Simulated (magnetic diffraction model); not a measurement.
## Co₅Te₇W₂: what an assumed order does to the neutron pattern

Space group C2 (no. 5), a = 13.3220 Å, b = 5.9640 Å, c = 9.4410 Å, β = 99.24°.

| site | atom | x | y | z |
| --- | --- | --- | --- | --- |
| 4c | W | 0.9225 | 0.2249 | 0.7819 |
| 4c | Te | 0.7745 | 0.9668 | 0.8595 |
| 4c | Te | 0.5786 | 0.4672 | 0.7049 |
| 4c | Te | 0.8514 | 0.4917 | 0.5588 |
| 2a | Te | 0 | 0.5085 | 0 |
| 4c | Co | 0.7175 | 0.7308 | 0.6409 |
| 4c | Co | 0.6409 | 0.2461 | 0.9223 |
| 2b | Co | 0 | 0.7433 | 1/2 |

The compound is invented for this exercise: a known structure type with other elements, its cell scaled to their sizes and not relaxed.

Only Co is taken to order (form factors of Co2+); orders and moment sizes are assumed, and not adapted to the symmetry. Radiation: neutrons of λ = 1.8 Å, 5° to 30°; isotropic B of 0.2 Å² (W), 0.3 Å² (Te) and 0.34 Å² (Co). Simulated constant-wavelength pattern: nuclear and magnetic terms add, the magnetic one as |2.695 fm × Σ f S⊥ exp(2πi Q·r) exp(−B s²)|², summed over all Q at one angle with the factor 1/(sin²θ cos θ). For collinear order S is the moment m, which repeats by lattice and centring translations R with the sign exp(−2πi k·R). Free-ion form factors, Sears's scattering lengths of 1992, no absorption; a label names one of the reflections at its angle. The strongest nuclear line in the range is 100, and lines under 0.2 are left out.

Assume the order k = (0 0 3/2), collinear moments along [001], 1.2 μB on Co; signs + at (0.7175, 0.7308, 0.6409), − at (0.7825, 0.2308, 0.3591), − at (0.6409, 0.2461, 0.9223), + at (0.8591, 0.7461, 0.0777), + at (0, 0.7433, 1/2).

Predict the pattern, nuclear and magnetic parts apart.

```tsv
2θ (°)	index	nuclear	magnetic
5.54	(0 0 1/2)	0.0	44.7
11.09	(0 0 1)	0.8	0.0
15.82	(2 0 -1/2)	0.0	112.1
16.66	(0 0 3/2)	0.0	26.4
17.52	(2 0 1/2)	0.0	66.5
17.76	(2 0 -1)	39.1	0.0
19.08	(1 1 0)	29.3	0.0
19.52	(1 1 -1/2)	0.0	162.5
20.23	(1 1 1/2)	0.0	1305.4
20.71	(2 0 1)	2.9	0.0
21.05	(2 0 -3/2)	0.0	253.8
21.46	(1 1 -1)	60.1	0.0
22.27	(0 0 2)	26.5	0.0
22.75	(1 1 1)	33.7	0.0
24.57	(1 1 -3/2)	0.0	36.2
24.80	(2 0 3/2)	0.0	23.9
26.27	(1 1 3/2)	0.0	76.2
27.95	(0 0 5/2)	0.0	1.1
28.48	(1 1 -2)	100.0	0.0
29.33	(3 1 -1/2)	0.0	79.0
29.43	(2 0 2)	54.5	0.0
29.53	(3 1 0)	4.8	0.0
29.87	(2 0 -5/2)	0.0	5.8
```

The strongest magnetic line in the range is (1 1 1/2) at 20.23° (1305.4). On top of the Lorentz factor, which all lines share, magnetic lines fade with angle because f falls: for Co2+ it is 0.91, 0.71, 0.49 and 0.18 at sin θ/λ = 0.1, 0.2, 0.3 and 0.5 Å⁻¹, while nuclear lengths stay constant. The order has no net moment.

[Logs are printed without paths, hosts, clocks, repeated set-up lines and the standing remarks that a program may print on its own settings, such as how far it seeks lower states.]
